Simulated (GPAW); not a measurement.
# S K ELNES/XANES of CSO (R3m) from DFT

What does one-electron theory with a core hole give for the S K edge of CSO (R3m)?

Program: GPAW 26.7.0. Level of theory: X-ray absorption from dipole matrix elements to empty bands, plane-wave PAW LDA. Results are calculated unless marked as measured.

### 1. The structure

It takes space group R3m (No. 160, trigonal). The conventional cell has a = 6.588 Å, b = 6.588 Å, c = 6.071 Å, α = 90.00°, β = 90.00°, γ = 120.00°. S has 1 C at 1.56 Å nearest. Nearest to O lie 1 C at 1.18 Å. C has 1 O at 1.18 Å and 1 S at 1.56 Å nearest. Farther neighbours and most contacts between anions are not listed.

### 2. Ground state of the crystal

A plain self-consistent run shows whether there is a gap, which decides the set-up of the core-hole run.

scf.py reads:

```python
import numpy as np
from ase import Atoms
from ase.parallel import parprint, paropen
from gpaw import GPAW, PW, FermiDirac, Mixer, MixerDif, setup_paths
from gpaw.test import gen
setup_paths.insert(0, '.')
gen('S', name='nch1s', xcname='LDA', corehole=(1, 0, 0), write_xml=True)
from gpaw.mpi import world
world.barrier()

atoms = Atoms('SOC',
    cell=[[3.29398903, 1.90178545, 2.02351958],
     [-3.29398903, 1.90178545, 2.02351958],
     [0, -3.8035709, 2.02351958]],
    scaled_positions=[[0.541004, 0.541004, 0.541004],
     [0.991493, 0.991493, 0.991493],
     [0.797703, 0.797703, 0.797703]],
    pbc=True)
atoms.calc = calc = GPAW(legacy_gpaw=True, mode=PW(500, force_complex_dtype=True), xc='LDA', setups={0: 'nch1s'},
    kpts={'size': (6, 6, 6), 'gamma': True}, occupations=FermiDirac(0.05),
    charge=0, mixer=Mixer(0.1, 5, 50), maxiter=150,
    convergence={'density': 0.0001, 'eigenstates': 1e-6}, txt='scf.txt')
energy = atoms.get_potential_energy() + calc.get_reference_energy()
ef = calc.get_fermi_level()
out = dict(energy=energy, fermi=ef, forces=atoms.get_forces().tolist())
parprint(f'all-electron energy {energy:.4f} eV, Fermi level {ef:.4f} eV')
ev = np.array([[calc.get_eigenvalues(k, s) for k in range(len(calc.get_ibz_k_points()))] for s in range(calc.get_number_of_spins())])
out['homo'], out['lumo'], out['counts'] = ev[ev < ef].max(), ev[ev > ef].min(), sorted(set((ev < ef).sum((0, 2)).tolist()))
out['filled'] = (ev[:, 0] < ef).sum(1).tolist()
import json
with paropen('out.json', 'w') as f:
    json.dump(out, f)
```

Launch:

```
$ OMP_NUM_THREADS=1 mpirun -n 4 gpaw python scf.py
```

Numbers of over 12 decimals in the logs are rounded to 6 here.

What it wrote:

```text
Input parameters:
  convergence: {density: 0.0001,
                eigenstates: 1e-06}
  kpts: {gamma: True,
         size: (6, 6, 6)}
  maxiter: 150
  mixer: {backend: pulay,
          beta: 0.1,
          method: separate,
          nmaxold: 5,
          weight: 50}
  mode: {ecut: 500.0,
         force_complex_dtype: True,
         name: pw}
  occupations: {fixmagmom: False,
                name: fermi-dirac,
                width: 0.05}
  setups: {0: nch1s}

Initialize ...

[... PAW data sets ...]

Reference energy: -13871.294550  # eV

Spin-paired calculation

[... convergence settings ...]
Symmetries present (total): 2
  [... symmetry matrices ...]

216 k-points: 6 x 6 x 6 Monkhorst-Pack grid + [1/12,1/12,1/12]
68 k-points in the irreducible part of the Brillouin zone
       k-points in crystal coordinates                weights
   0:     0.00000000    0.00000000    0.00000000          1/216
   1:     0.00000000    0.00000000    0.16666667          2/216
   2:     0.00000000    0.00000000    0.33333333          2/216
   3:     0.00000000    0.00000000    0.50000000          1/216
   4:     0.16666667   -0.16666667    0.00000000          2/216
   5:     0.16666667   -0.16666667    0.16666667          4/216
   6:     0.16666667   -0.16666667    0.33333333          4/216
   7:     0.16666667   -0.16666667    0.50000000          2/216
   8:     0.16666667    0.00000000   -0.33333333          4/216
   9:     0.16666667    0.00000000   -0.16666667          4/216
          ...
  67:     0.50000000    0.50000000    0.50000000          1/216

Wave functions: Plane wave expansion
  Cutoff energy: 500.000 eV
  Number of coefficients (min, max): 1909, 1948
  Pulay-stress correction: 0.000000 eV/Ang^3 (de/decut=0.000000)
  Using FFTW library
  Wavefunction extrapolation:
    Improved wavefunction reuse through dual PAW basis

Occupation numbers: Fermi-Dirac:
  width: 0.0500  # eV

Eigensolver
   Davidson(niter=2)

Densities:
  Coarse grid: 24*24*24 grid
  Fine grid: 48*48*48 grid
  Total Charge: 0.000000

Density mixing:
  Method: separate
  Backend: pulay
  Linear mixing parameter: 0.1
  old densities: 5
  Width of damping distribution: 1.1
  Damping of long wavelength oscillations: 50

[... Hamiltonian set-up ...]
Number of atoms: 3
Number of atomic orbitals: 12
Number of bands in calculation: 12
Number of valence electrons: 16
Bands to converge: occupied

... initialized

Initializing position-dependent things.

Density initialized from atomic densities
Creating initial wave functions:
  12 bands from LCAO basis set

       O

       C

       S

Atomic positions and initial magnetic moments

Positions:
   0 S     -0.000000    0.000000    3.284197    ( 0.0000,  0.0000,  0.0000)
   1 O      0.000000    0.000000    6.018916    ( 0.0000,  0.0000,  0.0000)
   2 C     -0.000000   -0.000000    4.842503    ( 0.0000,  0.0000,  0.0000)

Unit cell:
           periodic     x           y           z      points  spacing
  1. axis:    yes    3.293989    1.901785    2.023520    24     0.1732
  2. axis:    yes   -3.293989    1.901785    2.023520    24     0.1732
  3. axis:    yes    0.000000   -3.803571    2.023520    24     0.1732

  Lengths:   4.308339   4.308339   4.308339
  Angles:   99.735955  99.735955  99.735955

Effective grid spacing dv^(1/3) = 0.1765

iter:   1   -22.274823
iter:   2   -21.807033   -1.32  -0.97
iter:   3   -21.354867   -1.65  -1.06
iter:   4   -21.263860   -2.38  -1.26
iter:   5   -21.254139   -1.88  -1.46
iter:   6   -21.230710   -2.81  -1.75
iter:   7   -21.227584   -3.43  -2.22
iter:   8   -21.227304c  -4.39  -2.66
iter:   9   -21.227275c  -5.07  -2.90
iter:  10   -21.227268c  -5.84  -3.07
iter:  11   -21.227252c  -5.99  -3.16
iter:  12   -21.227254c  -6.44c -3.30
iter:  13   -21.227257c  -6.54c -3.43
iter:  14   -21.227256c  -6.91c -3.63
iter:  15   -21.227255c  -6.68c -3.82
iter:  16   -21.227255c  -7.87c -4.18c

Converged after 16 iterations.

Dipole moment: (0.000000, -0.000000, 3.664090) |e|*Ang

Energy contributions relative to reference atoms: (reference = -13871.294550)

Kinetic:        +19.224104
Potential:      -22.047388
External:        +0.000000
XC:             -18.483183
Entropy (-ST):   -0.000000
Local:           +0.079213
SIC:             +0.000000
--------------------------
Free energy:    -21.227255
Extrapolated:   -21.227255

Showing only first 2 kpts
 Kpt  Band  Eigenvalues  Occupancy
  0     6     -2.54532    2.00000
  0     7     -2.54532    2.00000
  0     8      2.46330    0.00000
  0     9      2.46330    0.00000

  1     6     -2.62810    2.00000
  1     7     -2.51048    2.00000
  1     8      2.49646    0.00000
  1     9      2.53076    0.00000

Fermi level: -0.76880

Gap: 4.791 eV
Transition (v -> c):
  (s=0, k=3, n=7, [0.00, 0.00, 0.50]) -> (s=0, k=9, n=8, [0.17, 0.00, -0.17])
Direct/indirect transitions are different
Direct gap: 4.935 eV
Transition at: (s=0, k=9, n=7, [0.17, 0.00, -0.17])

Forces in eV/Ang:
  0 S     0.00000    0.00000    0.10010
  1 O     0.00000   -0.00000   -1.10958
  2 C     0.00000   -0.00000    1.00770
Scalar-relativistic atomic LDA calculation for S (Sulfur, Z=16)
Core hole in 1s state (1s occupation: 2.0)
450 radial gridpoints.
|------------------------------------------------|
|------------------------------------------------|
[... the atom generator's iteration count ...]

Energy contributions:
-------------------------
Kinetic:     +398.923399
XC:           -24.210329
Potential:   -772.509196
-------------------------
Total:       -397.796126

state      eigenvalue         ekin         rmax
-----------------------------------------------
1s^2.0 :   -88.078630   121.519046        0.063
2s^2.0 :    -7.745453    18.438857        0.389
2p^6.0 :    -5.751715    17.606302        0.325
3s^2.0 :    -0.634959     2.788351        1.406
3p^4.0 :    -0.261139     1.948270        1.598
-----------------------------------------------
(units: Bohr and Hartree)

Generating PAW setup
Kinetic energy of the core from tauc = 386.637961197899
Cutoffs:
rc(s)=1.840
rc(p)=1.850
rc(d)=1.700
rc(vbar)=1.720
rc(comp)=1.430
rc(nct)=1.850

Kinetic energy of the core states: 385.553617
Charge: 0.0
Core electrons: 10.0
Valence electrons: 6.0
Pseudo-core charge: 0.059824
Shape function alpha=4.890
Pseudo-electron charge 6.430847
state    eigenvalue         norm
--------------------------------
3s(2) :    -0.634959     1.191395
*s    :     0.365041
3p(4) :    -0.261139     0.997058
*p    :     0.738861
*d    :     0.000000
--------------------------------

Diagonalizing with gridspacing h=0.050

state   all-electron     PAW
-------------------------------
3s:      -0.634959    -0.635587
3p:      -0.261139    -0.261554
*d:                    0.043150
*f:                    0.074695
-------------------------------
all-electron energy -13892.5218 eV, Fermi level -0.7688 eV
```

The job ended after 8.7 s (4 MPI ranks of Intel Xeon Platinum 8488C (Sapphire Rapids), shared host; peak memory 0.18 GiB).

The mesh shows a gap of 4.79 eV, so the hole is first treated in a charged cell, without the excited electron.

### 3. Spectrum without a core hole, S atom 1

Without a hole the spectrum is the empty density of states of the right symmetry on the absorber, weighted by matrix elements. It needs only the small cell and serves as the baseline. The data set with a hole of occupation 0 only carries the core orbital.

The absorber has 1 C at 1.56 Å (terminal, site symmetry 3m).

xas.py reads:

```python
import numpy as np
from ase import Atoms
from ase.parallel import parprint, paropen
from gpaw import GPAW, PW, FermiDirac, Mixer, MixerDif, setup_paths
from gpaw.test import gen
setup_paths.insert(0, '.')
gen('S', name='nch1s', xcname='LDA', corehole=(1, 0, 0), write_xml=True)
from gpaw.mpi import world
world.barrier()

atoms = Atoms('SOC',
    cell=[[3.29398903, 1.90178545, 2.02351958],
     [-3.29398903, 1.90178545, 2.02351958],
     [0, -3.8035709, 2.02351958]],
    scaled_positions=[[0.541004, 0.541004, 0.541004],
     [0.991493, 0.991493, 0.991493],
     [0.797703, 0.797703, 0.797703]],
    pbc=True)
atoms.calc = calc = GPAW(legacy_gpaw=True, mode=PW(500, force_complex_dtype=True), xc='LDA', setups={0: 'nch1s'},
    kpts={'size': (6, 6, 6), 'gamma': True}, occupations=FermiDirac(0.02),
    charge=0, mixer=Mixer(0.1, 5, 50), maxiter=150,
    convergence={'density': 0.0001, 'eigenstates': 1e-6}, txt='scf.txt')
energy = atoms.get_potential_energy() + calc.get_reference_energy()
ef = calc.get_fermi_level()
out = dict(energy=energy, fermi=ef, forces=atoms.get_forces().tolist())
parprint(f'all-electron energy {energy:.4f} eV, Fermi level {ef:.4f} eV')
ev = np.array([[calc.get_eigenvalues(k, s) for k in range(len(calc.get_ibz_k_points()))] for s in range(calc.get_number_of_spins())])
out['homo'], out['lumo'], out['counts'] = ev[ev < ef].max(), ev[ev > ef].min(), sorted(set((ev < ef).sum((0, 2)).tolist()))
out['filled'] = (ev[:, 0] < ef).sum(1).tolist()

from ase.units import Ha
from gpaw.xas import dipole_matrix_elements
nb = int(calc.get_number_of_electrons() / 2) + 48
top, nb = nb, nb + 8 + nb // 12
nscf = calc.fixed_density(kpts={'size': (6, 6, 6), 'gamma': True}, nbands=nb,
    convergence={'bands': top, 'eigenstates': 5e-3}, maxiter=60, txt='nscf.txt')
cell = atoms.cell.array
ops = [cell.T @ U.T @ np.linalg.inv(cell.T) for U in nscf.wfs.kd.symmetry.op_scc]
filled = [8]  # bands filled in the ground state, by spin
E = np.arange(-25, 34, 0.1)
fwhm = np.interp(E, [4, 25], [0.9, 3.5])
Y, X, zero, highest = 0, 0, 1e9, 1e9
for spin in range(nscf.get_number_of_spins()):
    wfs = nscf.wfs
    mine = wfs.bd.get_slice()  # this rank's bands
    A = dipole_matrix_elements(wfs.setups[0])
    eps = np.zeros((wfs.kd.nibzkpts, nb))
    d = np.zeros((3, A.shape[1], wfs.kd.nibzkpts, nb), complex)
    for kpt in wfs.kpt_u:
        if kpt.s == spin and 0 in kpt.P_ani:
            eps[kpt.k, mine] = kpt.eps_n * Ha
            d[:, :, kpt.k, mine] = (kpt.weight * wfs.nspins / 2) ** 0.5 * np.inner(A, kpt.P_ani[0])
    world.sum(eps)
    world.sum(d)
    T = np.einsum('amkn,bmkn->abkn', d, d.conj()).real
    T = sum(np.einsum('ai,ijkn,bj->abkn', R, T, R) for R in ops) / len(ops)
    empty = np.ones_like(eps, bool) & (np.arange(nb) >= filled[spin])
    zero, highest = min(zero, eps[empty].min()), min(highest, eps[:, top - 1].min())
    lines = [(eps, T, empty)] if spin == 0 else lines + [(eps, T, empty)]
for eps, T, empty in lines:
    f = np.einsum('aakn->akn', T).reshape(3, -1)
    x = eps.ravel() - zero
    w = np.interp(x, E, fwhm) / 2.35482
    g = np.exp(-0.5 * ((E[:, None] - x) / w) ** 2) / (w * (2 * np.pi) ** 0.5)
    Y = Y + (f * empty.ravel()) @ g.T
    X = X + (f * ~empty.ravel()) @ g.T
out.update(E=E.round(2).tolist(), xas=Y.tolist(), xes=X.tolist(), zero=zero, valid=highest - zero, nk=len(eps), nb=nb)
for i in range(0, len(E), 10):
    parprint(f'{E[i]:7.2f}', *(f'{v:10.3e}' for v in Y[:, i]))
import json
with paropen('out.json', 'w') as f:
    json.dump(out, f)
```

Launch:

```
$ OMP_NUM_THREADS=1 mpirun -n 4 gpaw python xas.py
```

What it wrote:

```text
Input parameters:
  convergence: {density: 0.0001,
                eigenstates: 1e-06}
  kpts: {gamma: True,
         size: (6, 6, 6)}
  maxiter: 150
  mixer: {backend: pulay,
          beta: 0.1,
          method: separate,
          nmaxold: 5,
          weight: 50}
  mode: {ecut: 500.0,
         force_complex_dtype: True,
         name: pw}
  occupations: {fixmagmom: False,
                name: fermi-dirac,
[...]
*p    :     0.738861
*d    :     0.000000
--------------------------------

Diagonalizing with gridspacing h=0.050

state   all-electron     PAW
-------------------------------
3s:      -0.634959    -0.635587
3p:      -0.261139    -0.261554
*d:                    0.043150
*f:                    0.074695
-------------------------------
all-electron energy -13892.5218 eV, Fermi level -0.7688 eV
[...]
32.00  2.346e-06  2.346e-06  2.627e-06
  33.00  2.448e-06  2.448e-06  2.297e-06
[key lines of the parts left out:]
Converged after 16 iterations.
Dipole moment: (0.000000, -0.000000, 3.664090) |e|*Ang
Free energy:    -21.227255
Fermi level: -0.76880
```

Wall time 22 s (4 MPI ranks); peak memory 0.28 GiB.

The S K spectrum, S atom 1, no core hole (energy from the lowest empty level; intensity scaled to a mean of 1 over the first 20 eV; polarised curves are means over the symmetry-equivalent atoms):

```csv
E (eV),isotropic,ε ⊥ c,ε ∥ c
-2.0,0.00,0.00,0.00
-1.4,0.00,0.00,0.00
-0.8,0.08,0.11,0.00
-0.2,1.41,2.09,0.05
0.4,3.19,4.73,0.11
1.0,1.22,1.76,0.15
1.6,0.56,0.41,0.84
2.2,1.49,0.59,3.28
2.8,1.52,0.47,3.64
3.4,1.70,0.61,3.90
4.0,1.24,0.66,2.39
4.6,1.17,1.12,1.26
5.2,1.58,1.76,1.22
5.8,1.32,1.36,1.23
6.4,1.01,0.96,1.12
7.0,0.88,0.90,0.84
7.6,0.93,0.81,1.18
8.2,0.97,0.64,1.62
8.8,0.90,0.61,1.49
9.4,0.86,0.68,1.23
10.0,0.84,0.71,1.09
10.6,0.77,0.66,0.97
11.2,0.74,0.63,0.96
11.8,0.77,0.65,1.01
12.4,0.79,0.68,1.01
13.0,0.74,0.66,0.89
13.6,0.68,0.64,0.76
14.2,0.66,0.65,0.66
14.8,0.66,0.70,0.60
15.4,0.67,0.75,0.52
16.0,0.67,0.78,0.45
16.6,0.67,0.79,0.43
17.2,0.68,0.79,0.46
17.8,0.71,0.80,0.52
18.4,0.75,0.83,0.60
19.0,0.80,0.86,0.66
19.6,0.84,0.90,0.72
20.2,0.89,0.95,0.78
20.8,0.96,1.02,0.85
21.4,1.05,1.09,0.95
22.0,1.14,1.16,1.09
22.6,1.22,1.21,1.26
23.2,1.28,1.21,1.43
23.8,1.30,1.17,1.57
24.4,1.29,1.09,1.68
25.0,1.25,1.00,1.75
25.6,1.19,0.90,1.78
26.2,1.13,0.81,1.77
26.8,1.07,0.74,1.72
27.4,1.00,0.68,1.65
28.0,0.94,0.63,1.56
28.6,0.88,0.60,1.45
29.2,0.83,0.58,1.33
29.8,0.79,0.59,1.19
30.4,0.77,0.62,1.06
31.0,0.76,0.66,0.95
31.6,0.75,0.70,0.86
```

Main maxima below 24 eV (height): 0.4 eV (3.19), 2.5 eV (1.66), 3.5 eV (1.74), 5.2 eV (1.58), 8.1 eV (0.97) and 23.8 eV (1.30). A K edge sees empty p states on the absorber.

The same matrix elements for filled bands give the S K emission of S atom 1 (ground-state approximation; energy from the lowest empty level, largest value 1):

| E (eV) | emission |
| --- | --- |
| -24.00 | 0.00 |
| -23.25 | 0.00 |
| -22.50 | 0.00 |
| -21.75 | 0.00 |
| -21.00 | 0.00 |
| -20.25 | 0.00 |
| -19.50 | 0.00 |
| -18.75 | 0.01 |
| -18.00 | 0.07 |
| -17.25 | 0.01 |
| -16.50 | 0.00 |
| -15.75 | 0.00 |
| -15.00 | 0.00 |
| -14.25 | 0.00 |
| -13.50 | 0.00 |
| -12.75 | 0.00 |
| -12.00 | 0.00 |
| -11.25 | 0.03 |
| -10.50 | 0.02 |
| -9.75 | 0.13 |
| -9.00 | 0.36 |
| -8.25 | 0.05 |
| -7.50 | 0.00 |
| -6.75 | 0.00 |
| -6.00 | 0.05 |
| -5.25 | 0.83 |
| -4.50 | 0.45 |
| -3.75 | 0.01 |
| -3.00 | 0.00 |
| -2.25 | 0.00 |
| -1.50 | 0.00 |
| -0.75 | 0.00 |
| 0.00 | 0.00 |
| 0.75 | 0.00 |
| 1.50 | 0.00 |
| 2.25 | 0.00 |
| 3.00 | 0.00 |

Emission maxima: -18.0 eV (0.07), -9.2 eV (0.37) and -5.0 eV (1.00).

### 4. Supercell without a hole, the energy reference

The photon energy needs a difference of total energies, so the cell and mesh of the coming hole run are first run without a hole.

scf.py, as its differences from that of step 2:

```diff
@@ -10,12 +10,15 @@
 
-atoms = Atoms('SOC',
-    cell=[[3.29398903, 1.90178545, 2.02351958],
-     [-3.29398903, 1.90178545, 2.02351958],
-     [0, -3.8035709, 2.02351958]],
-    scaled_positions=[[0.541004, 0.541004, 0.541004],
-     [0.991493, 0.991493, 0.991493],
-     [0.797703, 0.797703, 0.797703]],
+atoms = Atoms('S2O2C2',
+    cell=[[0, -3.8035709, -4.04703916],
+     [3.29398903, -1.90178545, 4.04703916],
+     [-3.29398903, -1.90178545, 4.04703916]],
+    scaled_positions=[[0.729498, 0.270502, 0.270502],
+     [0.229498, 0.770502, 0.770502],
+     [0.5042535, 0.4957465, 0.4957465],
+     [0.0042535, 0.9957465, 0.9957465],
+     [0.6011485, 0.3988515, 0.3988515],
+     [0.1011485, 0.8988515, 0.8988515]],
     pbc=True)
 atoms.calc = calc = GPAW(legacy_gpaw=True, mode=PW(500, force_complex_dtype=True), xc='LDA', setups={0: 'nch1s'},
-    kpts={'size': (6, 6, 6), 'gamma': True}, occupations=FermiDirac(0.05),
+    kpts={'size': (4, 4, 4), 'gamma': True}, occupations=FermiDirac(0.02),
     charge=0, mixer=Mixer(0.1, 5, 50), maxiter=150,
```

Launch:

```
$ OMP_NUM_THREADS=1 mpirun -n 4 gpaw python scf.py
```

What it wrote:

```text
Input parameters:
  convergence: {density: 0.0001,
                eigenstates: 1e-06}
  kpts: {gamma: True,
         size: (4, 4, 4)}
  maxiter: 150
  mixer: {backend: pulay,
          beta: 0.1,
          method: separate,
          nmaxold: 5,
          weight: 50}
  mode: {ecut: 500.0,
         force_complex_dtype: True,
         name: pw}
  occupations: {fixmagmom: False,
                name: fermi-dirac,
[...]
3s(2) :    -0.634959     1.191395
*s    :     0.365041
3p(4) :    -0.261139     0.997058
*p    :     0.738861
*d    :     0.000000
--------------------------------

Diagonalizing with gridspacing h=0.050

state   all-electron     PAW
-------------------------------
3s:      -0.634959    -0.635587
3p:      -0.261139    -0.261554
*d:                    0.043150
*f:                    0.074695
-------------------------------
all-electron energy -27785.0462 eV, Fermi level -0.7716 eV
[key lines of the parts left out:]
Converged after 16 iterations.
Dipole moment: (0.000000, 0.000000, 10.846164) |e|*Ang
Free energy:    -42.457115
Fermi level: -0.77159
```

It took 12 s on 4 MPI ranks; peak memory 0.22 GiB; 45 s of CPU time.

Reference energy: -27785.046 eV with the cores included.

[end of part 1 of 2]

[Banner, clock and machine lines of the logs are left out without a mark of their own.]

[Logs are printed without paths, hosts, clocks, repeated set-up lines and the standing remarks that a program may print on its own settings, such as how far it seeks lower states.]

[Hosts, paths, dates, database ids (printed as entryN), source tags and the programs' standing remarks are cut or masked in the printed files.]

[Lists of maxima count a maximum above −3 eV only where it reaches 4 % of the highest in the window and stands out from its surroundings by 2 % of it (1.5 % where it reaches 55 %); shoulders and weaker maxima are passed over, and of the rest the first, up to two pre-edge ones and the few strongest are named.]
